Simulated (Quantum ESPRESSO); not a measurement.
**Magnetic state of two Fe on Si sites of Si, 5.43 Å apart from several starts**

A self-consistent run ends on one state, which hangs on the start. Several orders of two Fe on Si sites of Si, 5.43 Å apart are started in Quantum ESPRESSO and their energies compared.

Program: Quantum ESPRESSO 7.5. Level of theory: PBE with U = 4.5 eV on Fe d (ortho-atomic projectors); plane waves with GBRV 1.5 PBE potentials, no spin-orbit coupling. Results are calculated unless marked as measured.

**1. The structure**

The cell holds 16 atoms: 2 Fe and 14 Si. Cell: a = 7.681 Å, b = 7.681 Å, c = 7.681 Å, α = 60.0°, β = 60.0°, γ = 60.0°. It derives from Si.

The lattice constants of the host were typed from memory of published values.

**2. Run 1, typed as ferro ++**

The signs are those of the starting moments on the seeded atoms, the atoms that are given a moment.

pw.in

```
&CONTROL
  calculation = 'scf'
  prefix = 'pwscf'
  outdir = './tmp'
  pseudo_dir = './pseudo'
  disk_io = 'nowf'
/
&SYSTEM
  ibrav = 0
  celldm(1) = 8
  nat = 16
  ntyp = 2
  ecutwfc = 40
  ecutrho = 280
  nbnd = 64
  occupations = 'smearing'
  smearing = 'fd'
  degauss = 0.00367493
  nspin = 2
  starting_magnetization(1) = 0.2188
  starting_magnetization(2) = 0
/
&ELECTRONS
  conv_thr = 3.2d-08
  electron_maxstep = 150
  mixing_beta = 0.3
/
ATOMIC_SPECIES
Fe     55.8450 fe_pbe_v1.5.uspp.F.UPF
Si     28.0850 si_pbe_v1.uspp.F.UPF
CELL_PARAMETERS alat
   0.0000000000000    1.2828878228553    1.2828878228553
   1.2828878228553    0.0000000000000    1.2828878228553
   1.2828878228553    1.2828878228553    0.0000000000000
ATOMIC_POSITIONS crystal
Fe      0.0000000000    0.0000000000    0.0000000000
Si      0.1250000000    0.1250000000    0.1250000000
Si      0.0000000000    0.0000000000    0.5000000000
Si      0.1250000000    0.1250000000    0.6250000000
Si      0.0000000000    0.5000000000    0.0000000000
Si      0.1250000000    0.6250000000    0.1250000000
Si      0.0000000000    0.5000000000    0.5000000000
Si      0.1250000000    0.6250000000    0.6250000000
Si      0.5000000000    0.0000000000    0.0000000000
Si      0.6250000000    0.1250000000    0.1250000000
Si      0.5000000000    0.0000000000    0.5000000000
Si      0.6250000000    0.1250000000    0.6250000000
Si      0.5000000000    0.5000000000    0.0000000000
Si      0.6250000000    0.6250000000    0.1250000000
Fe      0.5000000000    0.5000000000    0.5000000000
Si      0.6250000000    0.6250000000    0.6250000000
K_POINTS automatic
4 4 4 0 0 0
HUBBARD {ortho-atomic}
U Fe-3d 4.5000
```

On the command line:

```bash
$ OMP_NUM_THREADS=1 mpirun -n 4 pw.x -nk 4 -in pw.in > pw.out
```

Output:

```text
Program PWSCF v.7.5 starts

     Found identity + ( -0.5000 -0.5000  0.5000) symmetry
     This is a supercell, fractional translations are disabled
     Message from routine setup:
     using ibrav=0 with symmetry is DISCOURAGED, use correct ibrav instead

     K-points division:     npool     =       4
     Subspace diagonalization in iterative solution of the eigenvalue problem:

     G-vector sticks info
     --------------------
     sticks:   dense  smooth     PW     G-vecs:    dense   smooth      PW
     Sum        4069    2335    649               171471    74129   10849

     Using Slab Decomposition

     bravais-lattice index     =            0
     lattice parameter (alat)  =       8.0000  a.u.
     unit-cell volume          =    2162.0514 (a.u.)^3
     number of atoms/cell      =           16
     number of atomic types    =            2
     number of electrons       =        88.00
     number of Kohn-Sham states=           64
     kinetic-energy cutoff     =      40.0000  Ry
     charge density cutoff     =     280.0000  Ry
     scf convergence threshold =      3.2E-08
     mixing beta               =       0.3000
     number of iterations used =            8  plain     mixing
     Exchange-correlation= SLA  PW   PBE  PBE
                           (   1   4   3   4   0   0   0)
     Hubbard projectors: ortho-atomic
     Hubbard parameters of DFT+U (Dudarev formulation) in eV:
     U(Fe-3d) =  4.5000

     Internal variables: lda_plus_u =T, lda_plus_u_kind = 0

     Internal variables: orbital_resolved =F, hub_pot_fix =F, apply_U = F

     celldm(1)=   8.000000  celldm(2)=   0.000000  celldm(3)=   0.000000
     celldm(4)=   0.000000  celldm(5)=   0.000000  celldm(6)=   0.000000

     crystal axes: (cart. coord. in units of alat)
               a(1) = (   0.000000   1.282888   1.282888 )
               a(2) = (   1.282888   0.000000   1.282888 )
               a(3) = (   1.282888   1.282888   0.000000 )

     reciprocal axes: (cart. coord. in units 2 pi/alat)
               b(1) = ( -0.389746  0.389746  0.389746 )
               b(2) = (  0.389746 -0.389746  0.389746 )
               b(3) = (  0.389746  0.389746 -0.389746 )

     PseudoPot. # 1 for Fe read from file:
     fe_pbe_v1.5.uspp.F.UPF
     Pseudo is Ultrasoft + core correction, Zval = 16.0
     Generated by new atomic code, or converted to UPF format
     Using radial grid of  861 points,  6 beta functions with:
                l(1) =   0
                l(2) =   0
                l(3) =   1
                l(4) =   1
                l(5) =   2
                l(6) =   2
     Q(r) pseudized with  8 coefficients,  rinner =    1.000   1.000   1.000
                                                       1.000   1.000

     PseudoPot. # 2 for Si read from file:
     si_pbe_v1.uspp.F.UPF
     Pseudo is Ultrasoft + core correction, Zval =  4.0
     Generated by new atomic code, or converted to UPF format
     Using radial grid of  899 points,  6 beta functions with:
                l(1) =   0
                l(2) =   0
                l(3) =   1
                l(4) =   1
                l(5) =   2
                l(6) =   2
     Q(r) pseudized with  8 coefficients,  rinner =    0.900   0.900   0.900
                                                       0.900   0.900

     atomic species   valence    mass     pseudopotential
     Fe               16.00    55.84500     Fe( 1.00)
     Si                4.00    28.08500     Si( 1.00)

     Starting magnetic structure
     atomic species   magnetization
     Fe              0.219
     Si              0.000

     24 Sym. Ops. (no inversion) found

   Cartesian axes

     site n.     atom                  positions (alat units)
         1        Fe     tau(   1) = (   0.0000000   0.0000000   0.0000000  )
         2        Si     tau(   2) = (   0.3207220   0.3207220   0.3207220  )
         3        Si     tau(   3) = (   0.6414439   0.6414439   0.0000000  )
         4        Si     tau(   4) = (   0.9621659   0.9621659   0.3207220  )
         5        Si     tau(   5) = (   0.6414439   0.0000000   0.6414439  )
         6        Si     tau(   6) = (   0.9621659   0.3207220   0.9621659  )
         7        Si     tau(   7) = (   1.2828878   0.6414439   0.6414439  )
         8        Si     tau(   8) = (   1.6036098   0.9621659   0.9621659  )
         9        Si     tau(   9) = (   0.0000000   0.6414439   0.6414439  )
        10        Si     tau(  10) = (   0.3207220   0.9621659   0.9621659  )
        11        Si     tau(  11) = (   0.6414439   1.2828878   0.6414439  )
        12        Si     tau(  12) = (   0.9621659   1.6036098   0.9621659  )
        13        Si     tau(  13) = (   0.6414439   0.6414439   1.2828878  )
        14        Si     tau(  14) = (   0.9621659   0.9621659   1.6036098  )
        15        Fe     tau(  15) = (   1.2828878   1.2828878   1.2828878  )
        16        Si     tau(  16) = (   1.6036098   1.6036098   1.6036098  )

     number of k points=     8  Fermi-Dirac smearing, width (Ry)=  0.0037
                       cart. coord. in units 2pi/alat
        k(    1) = (   0.0000000   0.0000000   0.0000000), wk =   0.0156250
        k(    2) = (   0.0974364   0.0974364  -0.0974364), wk =   0.1250000
        k(    3) = (  -0.1948728  -0.1948728   0.1948728), wk =   0.0625000
        k(    4) = (   0.1948728   0.0000000   0.0000000), wk =   0.0937500
        k(    5) = (  -0.0974364  -0.2923093   0.2923093), wk =   0.3750000
        k(    6) = (   0.0000000  -0.1948728   0.1948728), wk =   0.1875000
        k(    7) = (  -0.3897457   0.0000000   0.0000000), wk =   0.0468750
        k(    8) = (  -0.3897457   0.1948728   0.0000000), wk =   0.0937500

     Dense  grid:   171471 G-vectors     FFT dimensions: (  80,  80,  80)

     Smooth grid:    74129 G-vectors     FFT dimensions: (  60,  60,  60)

     Check: negative core charge=   -0.000009
     Generating pointlists ...
     new r_m :   0.2291 (alat units)  1.8332 (a.u.) for type    1
     new r_m :   0.2291 (alat units)  1.8332 (a.u.) for type    2

     Initial potential from superposition of free atoms

     starting charge      85.9906, renormalised to      88.0000

     STARTING HUBBARD OCCUPATIONS:

     =================== HUBBARD OCCUPATIONS ===================
     ------------------------ ATOM    1 ------------------------
     Tr[ns(  1)] (up, down, total) =   5.00000  0.00000  5.00000
     Atomic magnetic moment for atom   1 =   5.00000
     [... lines left out ...]
     ------------------------ ATOM   15 ------------------------
     Tr[ns( 15)] (up, down, total) =   5.00000  0.00000  5.00000
     Atomic magnetic moment for atom  15 =   5.00000
     [... lines left out ...]
     Number of occupied Hubbard levels =   10.0000

     Atomic wfc used for Hubbard projectors are orthogonalized

     Starting wfcs are   82 randomized atomic wfcs

     Self-consistent Calculation

     iteration #  1     ecut=    40.00 Ry     beta= 0.30
     Davidson diagonalization with overlap
     ethr =  1.00E-02,  avg # of iterations =  4.0

     =================== HUBBARD OCCUPATIONS ===================
     ------------------------ ATOM    1 ------------------------
     Tr[ns(  1)] (up, down, total) =   4.88120  2.24255  7.12375
     Atomic magnetic moment for atom   1 =   2.63865
     [... lines left out ...]
     ------------------------ ATOM   15 ------------------------
     Tr[ns( 15)] (up, down, total) =   4.88118  2.24209  7.12327
     Atomic magnetic moment for atom  15 =   2.63908
     [... lines left out ...]
     Number of occupied Hubbard levels =   14.2470

     total energy              =    -633.62992023 Ry
     estimated scf accuracy    <       2.38449551 Ry

     total magnetization       =     5.42 Bohr mag/cell
     absolute magnetization    =     6.19 Bohr mag/cell

     iteration #  2     ecut=    40.00 Ry     beta= 0.30
     Davidson diagonalization with overlap
     ethr =  2.71E-03,  avg # of iterations =  2.1

     total energy              =    -633.92019102 Ry
     estimated scf accuracy    <       3.87922945 Ry

     total magnetization       =     7.85 Bohr mag/cell
     absolute magnetization    =     8.79 Bohr mag/cell

     iteration #  3     ecut=    40.00 Ry     beta= 0.30
     Davidson diagonalization with overlap
     ethr =  2.71E-03,  avg # of iterations =  1.9

     total energy              =    -634.23378935 Ry
     estimated scf accuracy    <       0.19418288 Ry

     total magnetization       =     6.08 Bohr mag/cell
     absolute magnetization    =     6.95 Bohr mag/cell

     [... further iterations left out ...]

     iteration # 14     ecut=    40.00 Ry     beta= 0.30
     Davidson diagonalization with overlap
     ethr =  1.12E-08,  avg # of iterations =  2.3

     total energy              =    -634.32491587 Ry
     estimated scf accuracy    <       0.00000112 Ry

     total magnetization       =     7.32 Bohr mag/cell
     absolute magnetization    =     7.75 Bohr mag/cell

     iteration # 15     ecut=    40.00 Ry     beta= 0.30
     Davidson diagonalization with overlap
     ethr =  1.28E-09,  avg # of iterations =  3.6

     total energy              =    -634.32491641 Ry
     estimated scf accuracy    <       0.00000039 Ry

     total magnetization       =     7.32 Bohr mag/cell
     absolute magnetization    =     7.75 Bohr mag/cell

     iteration # 16     ecut=    40.00 Ry     beta= 0.30
     Davidson diagonalization with overlap
     ethr =  4.39E-10,  avg # of iterations =  2.0

     total energy              =    -634.32491659 Ry
     estimated scf accuracy    <       0.00000006 Ry

     total magnetization       =     7.32 Bohr mag/cell
     absolute magnetization    =     7.75 Bohr mag/cell

     iteration # 17     ecut=    40.00 Ry     beta= 0.30
     Davidson diagonalization with overlap
     ethr =  6.80E-11,  avg # of iterations =  2.7

     Magnetic moment per site  (integrated on atomic sphere of radius R)
     atom   1 (R=0.229)  charge= 14.0616  magn=  3.0800
     atom   2 (R=0.229)  charge=  1.8242  magn= -0.0110
     atom   3 (R=0.229)  charge=  1.8119  magn=  0.0243
     atom   4 (R=0.229)  charge=  1.8242  magn= -0.0110
     atom   5 (R=0.229)  charge=  1.8119  magn=  0.0243
     atom   6 (R=0.229)  charge=  1.8242  magn= -0.0110
     atom   7 (R=0.229)  charge=  1.8119  magn=  0.0243
     atom   8 (R=0.229)  charge=  1.8242  magn= -0.0110
     atom   9 (R=0.229)  charge=  1.8119  magn=  0.0243
     atom  10 (R=0.229)  charge=  1.8242  magn= -0.0110
     atom  11 (R=0.229)  charge=  1.8119  magn=  0.0243
     atom  12 (R=0.229)  charge=  1.8242  magn= -0.0110
     atom  13 (R=0.229)  charge=  1.8119  magn=  0.0243
     atom  14 (R=0.229)  charge=  1.8242  magn= -0.0110
     atom  15 (R=0.229)  charge= 14.0616  magn=  3.0798
     atom  16 (R=0.229)  charge=  1.8242  magn= -0.0110

     End of self-consistent calculation

     =================== HUBBARD OCCUPATIONS ===================
     ------------------------ ATOM    1 ------------------------
     Tr[ns(  1)] (up, down, total) =   4.78144  1.53130  6.31273
     Atomic magnetic moment for atom   1 =   3.25014
     [... lines left out ...]
     ------------------------ ATOM   15 ------------------------
     Tr[ns( 15)] (up, down, total) =   4.78135  1.53142  6.31277
     Atomic magnetic moment for atom  15 =   3.24993
     [... lines left out ...]
     Number of occupied Hubbard levels =   12.6255

     [... lines left out ...]
     the Fermi energy is     6.5689 ev

!    total energy              =    -634.32491670 Ry
     estimated scf accuracy    <       0.00000001 Ry
     smearing contrib. (-TS)   =      -0.00440716 Ry
     internal energy E=F+TS    =    -634.32050954 Ry

     The total energy is F=E-TS. E is the sum of the following terms:
     one-electron contribution =    -464.80759791 Ry
     hartree contribution      =     263.51872870 Ry
     xc contribution           =    -118.59969442 Ry
     ewald contribution        =    -314.76126949 Ry
     Hubbard energy            =       0.32932359 Ry

     total magnetization       =     7.32 Bohr mag/cell
     absolute magnetization    =     7.75 Bohr mag/cell

     convergence has been achieved in  17 iterations

=------------------------------------------------------------------------------=
   JOB DONE.
=------------------------------------------------------------------------------=
```

The job ended after 2.6 min (4 MPI ranks of Intel Xeon at 2.70GHz, shared host; peak memory 1.5 GiB; 10 min of CPU time).

Spin moment in the atom's sphere by atom:

```csv
atom,spin moment in the atom's sphere (μB)
Fe1,3.08
Si2,-0.01
Si3,0.02
Si4,-0.01
Si5,0.02
Si6,-0.01
Si7,0.02
Si8,-0.01
Si9,0.02
Si10,-0.01
Si11,0.02
Si12,-0.01
Si13,0.02
Si14,-0.01
Fe15,3.08
Si16,-0.01
```

Numbers from this step:

```yaml
smearing_term_ts: 0.05996 eV
magnetization: 7.315 μB
absolute_magnetization: 7.746 μB
final_state: ferromagnetic
```

Spin density in the ac plane at fractional y = 0.000, with atoms of Fe and Si within 0.2 Å of it.

Values in e/Å³, 11 rows by 16 columns, each cell a mean:
```
2.7 1.0 0.1 0.0 0.0 0.0 0.0 0.0 0.0 0.0 0.0 0.0 0.0 0.0 0.1 0.8
0.1 0.1 0.0 0.0 0.0 0.0 0.0 0.0 0.0 0.0 0.0 0.0 0.0 0.0 0.0 0.0
0.0 0.0 0.0 0.0 0.0 0.0 0.0 0.0 0.0 0.0 0.0 0.0 0.0 0.0 0.0 0.0
0.0 0.0 0.0 0.0 0.0 0.0 0.0 0.0 0.0 0.0 0.0 0.0 0.0 0.0 0.0 0.0
0.0 0.0 0.0 0.0 0.0 0.0 0.0 0.0 0.0 0.0 0.0 0.0 0.0 0.0 0.0 0.0
0.0 0.0 0.0 0.0 0.0 0.0 0.0 0.0 0.0 0.0 0.0 0.0 0.0 0.0 0.0 0.0
0.0 0.0 0.0 0.0 0.0 0.0 0.0 0.0 0.0 0.0 0.0 0.0 0.0 0.0 0.0 0.0
0.0 0.0 0.0 0.0 0.0 0.0 0.0 0.0 0.0 0.0 0.0 0.0 0.0 0.0 0.0 0.0
0.0 0.0 0.0 0.0 0.0 0.0 0.0 0.0 0.0 0.0 0.0 0.0 0.0 0.0 0.0 0.0
0.1 0.0 0.0 0.0 0.0 0.0 0.0 0.0 0.0 0.0 0.0 0.0 0.0 0.0 0.2 0.3
3.3 0.5 0.0 0.0 0.0 0.0 0.0 0.0 0.0 0.0 0.0 0.0 0.0 0.0 0.4 3.1
```
Columns run along a (7.7 Å), rows up along c (7.7 Å). Atoms in or near the plane, at fractional coordinates: Fe at (0.00, 0.00), Si at (0.00, 0.50), Si at (0.50, 0.00), Si at (0.50, 0.50).

Valence density in the ac plane at fractional y = 0.000, with atoms of Fe and Si within 0.2 Å of it. It is the smooth field of the valence electrons, not physical close to the nuclei.

Ten steps, logarithmic in the rise over the least value, from '_' (0 e/Å³) to '@' (21 e/Å³), each cell a mean:
```
@@@@++..______......::::......______..--%%
****==..__________............________..--
::--::..__________....::::....__________..
..::::..____________....::::..____________
....::....____________....::....__________
............__________............________
..........................................
..::::....::::::......::::......::::......
..::::......::::::....::::::......::::....
::..::........::::__--..::::........::..::
==........__........==--......____......::
..__....________......__......______......
::::::..__________....::::....__________..
..::::..____________..::::::..__________..
....::....__________....::::..____________
....::......__________....::....__________
..............______..............________
..........................................
--::::....::::::::....::::::....::::::==++
%%==::........::::__....::::......::--**@@
@@%%--..........::..==::............::**@@
```
Columns run along a (7.7 Å), rows up along c (7.7 Å). Atoms in or near the plane, at fractional coordinates: Fe at (0.00, 0.00), Si at (0.00, 0.50), Si at (0.50, 0.00), Si at (0.50, 0.50).

(Part 1 of 2 ends here.)

[Logs and program files are shortened in this print: banners, set-up blocks, solver, clock and traceback lines can be left out without a mark of their own.]

[Logs are printed without paths, hosts, clocks, repeated set-up lines and the standing remarks that a program may print on its own settings, such as how far it seeks lower states.]

[Hosts, paths, dates, database ids (printed as entryN), source tags and the programs' standing remarks are cut or masked in the printed files.]

[Where a cell is said to come from a database of computed structures, the database is the Materials Project.]
